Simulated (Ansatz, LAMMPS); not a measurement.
# Ionic liquid Pyr13+ Cl- at 400 K (112 atoms): support functions against a reference, part 2 of 3

Wanted: errors and times of a linear-scaling basis for ionic liquid Pyr13+ Cl- at 400 K (112 atoms). A setting counts as converged where the r.m.s. difference of forces stays under 1 % of the r.m.s. force.

Ansatz 0.2.0; Kohn-Sham DFT, PBE+D3(BJ), PAW (set soft_2), plane waves.

The cell: 32 C, 4 N, 72 H and 4 Cl. The network of contacts between molecules at the start is that of the classical potential that made the cell. The density was typed from a rule of thumb and may lie off the real one at this temperature. Sampling is at Γ alone, for a cell whose shortest periodic width is 10 Å.

So far. Step 4 (Support functions medium): Forces differ from the reference by 6.2 meV/Å r.m.s., 0.71 % of their size, within a tolerance of 1 %; the energy by -3.4 meV/atom. It took 41 s and 12 cycles; the reference's time can't be set against it, since the two runs asked for unlike analyses.

### 5. Support functions low

The cell is solved in localised support functions.

This step: Kohn-Sham DFT, PBE+D3(BJ), PAW (set soft_2), localised support functions (low) (Ansatz 0.2.0).

input.yaml

```yaml
crystal:
  lattice:
    - [10.20511, 0.0, 0.0]
    - [0.0, 10.20511, 0.0]
    - [0.0, 0.0, 10.20511]
  atoms:
    [... the 112 atom lines of step 3 ...]
kpoints:
  mp_grid: { grid: [1, 1, 1] }
hamiltonian:
  xc: pbe
  dispersion: d3bj
scf:
  occupations: { method: fixed }
  eigensolver: { kind: { support_functions: { accuracy: low } } }
  max_iter: 150
output:
  forces: true
  eigenvalues: true
```

On the command line:

```bash
ansatz run input.yaml --threads 4 --pin off --max-ram 8192MiB --backend cpu --events-out ev --progress --plain --runs-dir out
```

Numbers of over 12 decimals in the logs are rounded to 6 here.

Log:

```text
[...]
Crystal: 112 atoms, lattice volume = 1062.804 Å³
Basis set: ecut = 420 eV, 20719 PW (Γ), exchange–correlation on 144×144×144 points (8 copies of the dense FFT grid, shifted against one another)
Bands: 149, of which v1, the nominal top of the filled ones, is band 124 counted from 1 (123 counted from 0)
Symmetry: 1 space group operations
k-points: 1
[...]
SCF iter   1: F=—  HF=-15079.353957 eV  |F-HF|=—  |Δ(HF+E_count)|=         —  Δρ=1.16e-1  dr2=1.59e2  ethr=1.00e-1
[...]
SCF iter  10: F=—  HF=-15046.911848 eV  |F-HF|=—  |Δ(HF+E_count)|=   1.98e-3  Δρ=4.40e-5  dr2=3.16e-5  ethr=5.20e-8  κ⁻¹=2.7e-6(r=7)
SCF iter  11: F=-15046.913254 eV  HF=-15046.913253 eV  |F-HF|=8.15e-7  |Δ(HF+E_count)|=   1.41e-3  Δρ=1.26e-5  dr2=3.04e-6  ethr=1.28e-8
SCF 1 converged in 11 iterations: F = -15046.926707 eV  dr2 = 3.04e-6
[...]
SCF converged after 11 iterations
[...]
Free energy (F): -15046.926707 eV
[...]
Internal energy: -15046.926707 eV  (E = F + TS)
E sigma→0 (E₀):  -15046.926707 eV
Fermi energy:    0.509364 eV
[...]
Σ components = -15046.926707   (vs F -15046.926707, Δ=0.00e0)
--- Forces (eV/Å), atoms counted from 1 ---
  atom   1  C      1.00746255    -2.57503817    -1.71227719
  atom   2  C     -0.16320937     1.89915711    -0.51591761
  atom   3  C      1.03798094    -1.91806046    -0.17233033
  atom   4  N     -0.48796333     0.91216196    -0.94760993
[...]
atom 112  Cl    -0.01426395     0.01576596     0.04130985
  max |Σ_I F_I| component: 5.24e-3 eV/Å
--- Band table (eV) ---
[...]
```

The job ended after 37 s (4 threads of Arm Neoverse V2, shared host; peak memory 1.8 GiB).

Keys that differ from the reference: support_functions.accuracy = "low" and scf.max_iter = 150.

Forces differ from the reference by 6.3 meV/Å r.m.s., 0.71 % of their size, within a tolerance of 1 %; the energy by -3.4 meV/atom. It took 37 s and 11 cycles; the reference's time can't be set against it, since the two runs asked for unlike analyses.

### 6. Support functions high

With localised support functions most steps grow linearly with size, though the diagonalisation grows faster unless the density matrix is cut; this run measures error and cost at this size.

This step: Kohn-Sham DFT, PBE+D3(BJ), PAW (set soft_2), localised support functions (high) (Ansatz 0.2.0).

input.yaml, the sections that differ from step 5:

```yaml
scf:
  occupations: { method: fixed }
  eigensolver: { kind: { support_functions: { accuracy: high } } }
  max_iter: 150
# crystal, kpoints, hamiltonian, output: as in step 5
```

Log:

```text
[...]
Crystal: 112 atoms, lattice volume = 1062.804 Å³
Basis set: ecut = 420 eV, 20719 PW (Γ), exchange–correlation on 150×150×150 points (8 copies of the dense FFT grid, shifted against one another)
Bands: 149, of which v1, the nominal top of the filled ones, is band 124 counted from 1 (123 counted from 0)
Symmetry: 1 space group operations
k-points: 1
[...]
SCF iter   1: F=—  HF=-15081.030594 eV  |F-HF|=—  |Δ(HF+E_count)|=         —  Δρ=1.16e-1  dr2=1.60e2  ethr=1.00e-1
[...]
SCF iter  14: F=—  HF=-15046.924087 eV  |F-HF|=—  |Δ(HF+E_count)|=   1.25e-4  Δρ=1.28e-6  dr2=2.36e-8  ethr=6.77e-11  κ⁻¹=1.2e-5(r=7)
SCF iter  15: F=-15046.924188 eV  HF=-15046.924188 eV  |F-HF|=2.89e-9  |Δ(HF+E_count)|=   1.01e-4  Δρ=5.00e-7  dr2=4.44e-9  ethr=9.52e-12
SCF 1 converged in 15 iterations: F = -15046.925275 eV  dr2 = 4.44e-9
[...]
SCF converged after 15 iterations
[...]
Free energy (F): -15046.925275 eV
[...]
Internal energy: -15046.925275 eV  (E = F + TS)
E sigma→0 (E₀):  -15046.925275 eV
Fermi energy:    0.510281 eV
[...]
Σ components = -15046.925275   (vs F -15046.925275, Δ=0.00e0)
--- Forces (eV/Å), atoms counted from 1 ---
  atom   1  C      1.00702003    -2.57424110    -1.71274843
  atom   2  C     -0.16304614     1.89970207    -0.51499377
  atom   3  C      1.03808050    -1.91692894    -0.17386126
  atom   4  N     -0.48815253     0.91243254    -0.94726011
[...]
atom 112  Cl    -0.01411580     0.01572365     0.04125654
  max |Σ_I F_I| component: 5.54e-4 eV/Å
--- Band table (eV) ---
[...]
```

Run time: 2 min. Hardware: 4 threads; peak memory 3.6 GiB.

Keys that differ from the reference: support_functions.accuracy = "high" and scf.max_iter = 150.

Forces differ from the reference by 6.0 meV/Å r.m.s., 0.68 % of their size, within a tolerance of 1 %; the energy by -3.4 meV/atom. It took 2 min and 15 cycles; the reference's time can't be set against it, since the two runs asked for unlike analyses.

### 7. Support functions medium, spacing 0.383 Å

The grid spacing sets how fine a wave the support functions can hold.

This step: Kohn-Sham DFT, PBE+D3(BJ), PAW (set soft_2), localised support functions (medium) (Ansatz 0.2.0).

input.yaml, the sections that differ from step 6:

```yaml
scf:
  occupations: { method: fixed }
  eigensolver: { kind: { support_functions: { accuracy: medium, spacing: 0.383 } } }
  max_iter: 150
# crystal, kpoints, hamiltonian, output: as in step 6
```

Log:

```text
[...]
Crystal: 112 atoms, lattice volume = 1062.804 Å³
Basis set: ecut = 420 eV, 20719 PW (Γ), exchange–correlation on 144×144×144 points (8 copies of the dense FFT grid, shifted against one another)
Bands: 149, of which v1, the nominal top of the filled ones, is band 124 counted from 1 (123 counted from 0)
Symmetry: 1 space group operations
k-points: 1
[...]
SCF iter   1: F=—  HF=-15073.634165 eV  |F-HF|=—  |Δ(HF+E_count)|=         —  Δρ=1.16e-1  dr2=1.60e2  ethr=1.00e-1
[...]
SCF iter  12: F=-15044.126767 eV  HF=-15044.126767 eV  |F-HF|=3.38e-7  |Δ(HF+E_count)|=   1.40e-3  Δρ=6.90e-6  dr2=9.38e-7  ethr=2.10e-9
SCF 1 converged in 12 iterations: F = -15044.141211 eV  dr2 = 9.38e-7
[...]
SCF converged after 12 iterations
[...]
Free energy (F): -15044.141211 eV
[...]
Internal energy: -15044.141211 eV  (E = F + TS)
E sigma→0 (E₀):  -15044.141211 eV
Fermi energy:    0.507612 eV
[...]
--- Forces (eV/Å), atoms counted from 1 ---
  atom   1  C      0.91771198    -2.57280149    -1.80484099
  atom   2  C     -0.08310150     1.87355416    -0.46494392
  atom   3  C      1.02788608    -1.72529536    -0.20283170
  atom   4  N     -0.30976480     1.13134047    -0.88729955
  atom   5  C     -0.26320885    -1.80626664     1.46669931
  atom   6  C     -1.50297426     0.31832674     0.43998531
  atom   7  C      2.06520828     1.67034140     1.56542943
  atom   8  C     -1.84777680    -0.86032427    -0.01017462
  atom   9  C     -0.87601320     0.17278707    -1.62885453
  atom  10  H     -1.32938455    -0.03065506     0.20925542
  atom  11  H      0.20719255     0.75980237     0.46403084
  atom  12  H     -0.44930857     1.61900461     0.73898950
  atom  13  H     -0.36099836    -0.50722826     0.40999940
  atom  14  H      0.07714853    -0.49258347     0.62627952
[...]
atom 111  Cl     0.14779560     0.05671983    -0.03361407
  atom 112  Cl     0.01176099     0.02808016     0.01790395
  max |Σ_I F_I| component: 8.15e-1 eV/Å
--- Band table (eV) ---
[...]
```

Wall time 23 s (4 threads); peak memory 1.3 GiB.

The program notes that the forces don't sum to zero within tolerance and the grid leaves an egg-box force.

Forces differ from the reference by 84 meV/Å r.m.s., 9.6 % of their size, far over a tolerance of 1 %; the energy by +21 meV/atom and the gap by -0.0063 eV. It took 23 s and 12 cycles; the reference's time can't be set against it, since the two runs asked for unlike analyses. The setting is coarser than the default on purpose.

### 8. Support functions medium, spacing 0.319 Å

The grid spacing sets how fine a wave the support functions can hold.

input.yaml, the sections that differ from step 7:

```yaml
scf:
  occupations: { method: fixed }
  eigensolver: { kind: { support_functions: { accuracy: medium, spacing: 0.319 } } }
  max_iter: 150
# crystal, kpoints, hamiltonian, output: as in step 7
```

Log:

```text
[...]
Crystal: 112 atoms, lattice volume = 1062.804 Å³
Basis set: ecut = 420 eV, 20719 PW (Γ), exchange–correlation on 144×144×144 points (8 copies of the dense FFT grid, shifted against one another)
Bands: 149, of which v1, the nominal top of the filled ones, is band 124 counted from 1 (123 counted from 0)
Symmetry: 1 space group operations
k-points: 1
[...]
SCF iter   1: F=—  HF=-15077.222803 eV  |F-HF|=—  |Δ(HF+E_count)|=         —  Δρ=1.16e-1  dr2=1.59e2  ethr=1.00e-1
[...]
SCF iter  12: F=-15046.427214 eV  HF=-15046.427213 eV  |F-HF|=3.73e-7  |Δ(HF+E_count)|=   1.49e-3  Δρ=6.15e-6  dr2=7.20e-7  ethr=1.35e-9
SCF 1 converged in 12 iterations: F = -15046.442708 eV  dr2 = 7.20e-7
[...]
SCF converged after 12 iterations
[...]
Free energy (F): -15046.442708 eV
[...]
Internal energy: -15046.442708 eV  (E = F + TS)
E sigma→0 (E₀):  -15046.442708 eV
Fermi energy:    0.509974 eV
[...]
--- Forces (eV/Å), atoms counted from 1 ---
  atom   1  C      0.97702963    -2.54997023    -1.70882881
  atom   2  C     -0.17330539     1.87210841    -0.50371299
  atom   3  C      1.04418056    -1.90361963    -0.14711598
  atom   4  N     -0.47701221     0.88910678    -0.94014991
  atom   5  C     -0.28446464    -1.82563896     1.45238689
  atom   6  C     -1.53758112     0.31212815     0.48201971
  atom   7  C      2.07010040     1.77278546     1.51578510
  atom   8  C     -1.74166750    -0.94753663     0.08736539
  atom   9  C     -0.98307147     0.38149892    -1.73051448
  atom  10  H     -1.28476406    -0.03395248     0.19481222
  atom  11  H      0.16291647     0.72588700     0.46757435
  atom  12  H     -0.46099986     1.68669096     0.69411153
  atom  13  H     -0.33873371    -0.54708945     0.36121725
  atom  14  H      0.04006682    -0.62843295     0.55136615
[...]
atom 111  Cl     0.12602724     0.04741314    -0.01130513
  atom 112  Cl    -0.01596101     0.01845349     0.04479420
  max |Σ_I F_I| component: 1.07e-1 eV/Å
--- Band table (eV) ---
[...]
```

Elapsed: 26 s, on 4 threads; peak memory 1.4 GiB.

Forces differ from the reference by 17 meV/Å r.m.s., 2.0 % of their size, over a tolerance of 1 %; the energy by +0.91 meV/atom. It took 26 s and 12 cycles; the reference's time can't be set against it, since the two runs asked for unlike analyses. The setting is coarser than the default on purpose.

### 9. Support functions medium, spacing 0.277 Å

The grid spacing sets how fine a wave the support functions can hold.

input.yaml, the sections that differ from step 8:

```yaml
scf:
  occupations: { method: fixed }
  eigensolver: { kind: { support_functions: { accuracy: medium, spacing: 0.277 } } }
  max_iter: 150
# crystal, kpoints, hamiltonian, output: as in step 8
```

Log:

```text
[...]
Crystal: 112 atoms, lattice volume = 1062.804 Å³
Basis set: ecut = 420 eV, 20719 PW (Γ), exchange–correlation on 144×144×144 points (8 copies of the dense FFT grid, shifted against one another)
Bands: 149, of which v1, the nominal top of the filled ones, is band 124 counted from 1 (123 counted from 0)
Symmetry: 1 space group operations
k-points: 1
[...]
SCF iter   1: F=—  HF=-15079.355445 eV  |F-HF|=—  |Δ(HF+E_count)|=         —  Δρ=1.16e-1  dr2=1.59e2  ethr=1.00e-1
[...]
SCF iter  12: F=-15046.916419 eV  HF=-15046.916419 eV  |F-HF|=2.40e-7  |Δ(HF+E_count)|=   1.05e-3  Δρ=5.32e-6  dr2=6.45e-7  ethr=1.23e-9
SCF 1 converged in 12 iterations: F = -15046.928294 eV  dr2 = 6.45e-7
[...]
SCF converged after 12 iterations
[...]
Free energy (F): -15046.928294 eV
[...]
Internal energy: -15046.928294 eV  (E = F + TS)
E sigma→0 (E₀):  -15046.928294 eV
Fermi energy:    0.509829 eV
[...]
--- Forces (eV/Å), atoms counted from 1 ---
  atom   1  C      1.00715455    -2.57461755    -1.71182349
  atom   2  C     -0.16346249     1.89899310    -0.51600618
  atom   3  C      1.03753591    -1.91746683    -0.17226235
  atom   4  N     -0.48752667     0.91289065    -0.94731063
  atom   5  C     -0.29739225    -1.81235536     1.47477964
  atom   6  C     -1.51738270     0.30144198     0.47775498
  atom   7  C      2.07148983     1.75008317     1.51874680
  atom   8  C     -1.77770614    -0.97050862     0.07828978
  atom   9  C     -0.99557196     0.40364377    -1.74369097
  atom  10  H     -1.30323261    -0.03177882     0.19144554
  atom  11  H      0.15908761     0.71207461     0.46688776
  atom  12  H     -0.46909518     1.69406615     0.69289487
  atom  13  H     -0.34603593    -0.55596001     0.35890204
  atom  14  H      0.03011909    -0.63830015     0.53942565
[...]
atom 111  Cl     0.12646366     0.04573626    -0.01024808
  atom 112  Cl    -0.01419004     0.01576083     0.04124214
  max |Σ_I F_I| component: 5.60e-3 eV/Å
--- Band table (eV) ---
[...]
```

Run time: 36 s. Hardware: 4 threads; peak memory 1.7 GiB.

Forces differ from the reference by 6.2 meV/Å r.m.s., 0.71 % of their size, within a tolerance of 1 %; the energy by -3.4 meV/atom. It took 36 s and 12 cycles; the reference's time can't be set against it, since the two runs asked for unlike analyses. The setting is coarser than the default on purpose.

### 10. Support functions medium, spacing 0.245 Å

The grid spacing sets how fine a wave the support functions can hold.

input.yaml, the sections that differ from step 9:

```yaml
scf:
  occupations: { method: fixed }
  eigensolver: { kind: { support_functions: { accuracy: medium, spacing: 0.245 } } }
  max_iter: 150
# crystal, kpoints, hamiltonian, output: as in step 9
```

Log:

```text
[...]
Crystal: 112 atoms, lattice volume = 1062.804 Å³
Basis set: ecut = 420 eV, 20719 PW (Γ), exchange–correlation on 144×144×144 points (8 copies of the dense FFT grid, shifted against one another)
Bands: 149, of which v1, the nominal top of the filled ones, is band 124 counted from 1 (123 counted from 0)
Symmetry: 1 space group operations
k-points: 1
[...]
SCF iter   1: F=—  HF=-15079.360159 eV  |F-HF|=—  |Δ(HF+E_count)|=         —  Δρ=1.16e-1  dr2=1.59e2  ethr=1.00e-1
[...]
SCF iter  11: F=—  HF=-15046.911979 eV  |F-HF|=—  |Δ(HF+E_count)|=   1.36e-3  Δρ=1.26e-5  dr2=3.05e-6  ethr=1.27e-8  κ⁻¹=2.9e-6(r=7)
SCF iter  12: F=-15046.913027 eV  HF=-15046.913026 eV  |F-HF|=2.39e-7  |Δ(HF+E_count)|=   1.05e-3  Δρ=5.32e-6  dr2=6.45e-7  ethr=1.23e-9
SCF 1 converged in 12 iterations: F = -15046.924902 eV  dr2 = 6.45e-7
[...]
SCF converged after 12 iterations
[...]
Free energy (F): -15046.924902 eV
[...]
Internal energy: -15046.924902 eV  (E = F + TS)
E sigma→0 (E₀):  -15046.924902 eV
Fermi energy:    0.509845 eV
[...]
Σ components = -15046.924902   (vs F -15046.924902, Δ=0.00e0)
--- Forces (eV/Å), atoms counted from 1 ---
  atom   1  C      1.00744454    -2.57500653    -1.71205794
  atom   2  C     -0.16321959     1.89937633    -0.51591690
  atom   3  C      1.03778324    -1.91780409    -0.17288878
  atom   4  N     -0.48793761     0.91229421    -0.94751177
[...]
atom 112  Cl    -0.01419028     0.01576865     0.04124151
  max |Σ_I F_I| component: 4.28e-3 eV/Å
--- Band table (eV) ---
[...]
```

Elapsed: 39 s, on 4 threads; peak memory 1.8 GiB; 2.5 min of CPU time.

Keys that differ from the reference: support_functions.accuracy = "medium", support_functions.spacing = 0.245 and scf.max_iter = 150.

Forces differ from the reference by 6.2 meV/Å r.m.s., 0.7 % of their size, within a tolerance of 1 %; the energy by -3.4 meV/atom. It took 39 s and 12 cycles; the reference's time can't be set against it, since the two runs asked for unlike analyses.

### 11. Support functions medium, spacing 0.191 Å

The grid spacing sets how fine a wave the support functions can hold.

input.yaml, the sections that differ from step 10:

```yaml
scf:
  occupations: { method: fixed }
  eigensolver: { kind: { support_functions: { accuracy: medium, spacing: 0.191 } } }
  max_iter: 150
# crystal, kpoints, hamiltonian, output: as in step 10
```

Log:

```text
[...]
Crystal: 112 atoms, lattice volume = 1062.804 Å³
Basis set: ecut = 420 eV, 20719 PW (Γ), exchange–correlation on 144×144×144 points (8 copies of the dense FFT grid, shifted against one another)
Bands: 149, of which v1, the nominal top of the filled ones, is band 124 counted from 1 (123 counted from 0)
Symmetry: 1 space group operations
k-points: 1
[...]
SCF iter   1: F=—  HF=-15079.465268 eV  |F-HF|=—  |Δ(HF+E_count)|=         —  Δρ=1.16e-1  dr2=1.59e2  ethr=1.00e-1
[...]
SCF iter  11: F=—  HF=-15046.910147 eV  |F-HF|=—  |Δ(HF+E_count)|=   1.43e-3  Δρ=1.33e-5  dr2=3.35e-6  ethr=1.43e-8  κ⁻¹=2.8e-6(r=7)
SCF iter  12: F=-15046.911230 eV  HF=-15046.911230 eV  |F-HF|=2.14e-7  |Δ(HF+E_count)|=   1.08e-3  Δρ=6.02e-6  dr2=7.20e-7  ethr=1.35e-9
SCF 1 converged in 12 iterations: F = -15046.924800 eV  dr2 = 7.20e-7
[...]
SCF converged after 12 iterations
[...]
Free energy (F): -15046.924800 eV
[...]
Internal energy: -15046.924800 eV  (E = F + TS)
E sigma→0 (E₀):  -15046.924800 eV
Fermi energy:    0.509873 eV
[...]
Σ components = -15046.924800   (vs F -15046.924800, Δ=0.00e0)
--- Forces (eV/Å), atoms counted from 1 ---
  atom   1  C      1.00717992    -2.57418597    -1.71257272
  atom   2  C     -0.16311458     1.89977079    -0.51515002
  atom   3  C      1.03808600    -1.91775882    -0.17334518
  atom   4  N     -0.48801875     0.91271243    -0.94673689
[...]
atom 112  Cl    -0.01387691     0.01580602     0.04189426
  max |Σ_I F_I| component: 3.08e-3 eV/Å
--- Band table (eV) ---
[...]
```

Run time: 49 s. Hardware: 4 threads; peak memory 2.2 GiB; 3.1 min of CPU time.

Keys that differ from the reference: support_functions.accuracy = "medium", support_functions.spacing = 0.191 and scf.max_iter = 150.

Forces differ from the reference by 6.1 meV/Å r.m.s., 0.70 % of their size, within a tolerance of 1 %; the energy by -3.4 meV/atom. It took 49 s and 12 cycles; the reference's time can't be set against it, since the two runs asked for unlike analyses.

### 12. Support functions medium, spacing 0.17 Å

The grid spacing sets how fine a wave the support functions can hold.

input.yaml, the sections that differ from step 11:

```yaml
scf:
  occupations: { method: fixed }
  eigensolver: { kind: { support_functions: { accuracy: medium, spacing: 0.17 } } }
  max_iter: 150
# crystal, kpoints, hamiltonian, output: as in step 11
```

Log:

```text
[...]
Crystal: 112 atoms, lattice volume = 1062.804 Å³
Basis set: ecut = 420 eV, 20719 PW (Γ), exchange–correlation on 180×180×180 points (8 copies of the dense FFT grid, shifted against one another)
Bands: 149, of which v1, the nominal top of the filled ones, is band 124 counted from 1 (123 counted from 0)
Symmetry: 1 space group operations
k-points: 1
[...]
SCF iter   1: F=—  HF=-15079.642151 eV  |F-HF|=—  |Δ(HF+E_count)|=         —  Δρ=1.16e-1  dr2=1.59e2  ethr=1.00e-1
[...]
SCF iter  11: F=—  HF=-15046.913291 eV  |F-HF|=—  |Δ(HF+E_count)|=   1.30e-3  Δρ=1.38e-5  dr2=4.18e-6  ethr=1.14e-8  κ⁻¹=2.3e-6(r=7)
SCF iter  12: F=-15046.914280 eV  HF=-15046.914280 eV  |F-HF|=1.61e-7  |Δ(HF+E_count)|=   9.89e-4  Δρ=5.92e-6  dr2=7.11e-7  ethr=1.68e-9
SCF 1 converged in 12 iterations: F = -15046.927260 eV  dr2 = 7.11e-7
[...]
SCF converged after 12 iterations
[...]
Free energy (F): -15046.927260 eV
[...]
Internal energy: -15046.927260 eV  (E = F + TS)
E sigma→0 (E₀):  -15046.927260 eV
Fermi energy:    0.509522 eV
[...]
Σ components = -15046.927260   (vs F -15046.927260, Δ=0.00e0)
--- Forces (eV/Å), atoms counted from 1 ---
  atom   1  C      1.00744277    -2.57486492    -1.71282873
  atom   2  C     -0.16354242     1.89987550    -0.51498277
  atom   3  C      1.03801188    -1.91750672    -0.17326750
  atom   4  N     -0.48814846     0.91217087    -0.94753655
[...]
atom 112  Cl    -0.01392643     0.01577333     0.04106938
  max |Σ_I F_I| component: 1.78e-3 eV/Å
--- Band table (eV) ---
[...]
```

The job ended after 87 s (4 threads; peak memory 3.9 GiB).

Keys that differ from the reference: support_functions.accuracy = "medium", support_functions.spacing = 0.17 and scf.max_iter = 150.

Forces differ from the reference by 6.2 meV/Å r.m.s., 0.70 % of their size, within a tolerance of 1 %; the energy by -3.4 meV/atom. It took 87 s and 12 cycles; the reference's time can't be set against it, since the two runs asked for unlike analyses.

[end of part 2 of 3]

[Logs are printed without paths, hosts, clocks, repeated set-up lines and the standing remarks that a program may print on its own settings, such as how far it seeks lower states.]

[Hosts, paths, dates, database ids (printed as entryN), source tags and the programs' standing remarks are cut or masked in the printed files.]
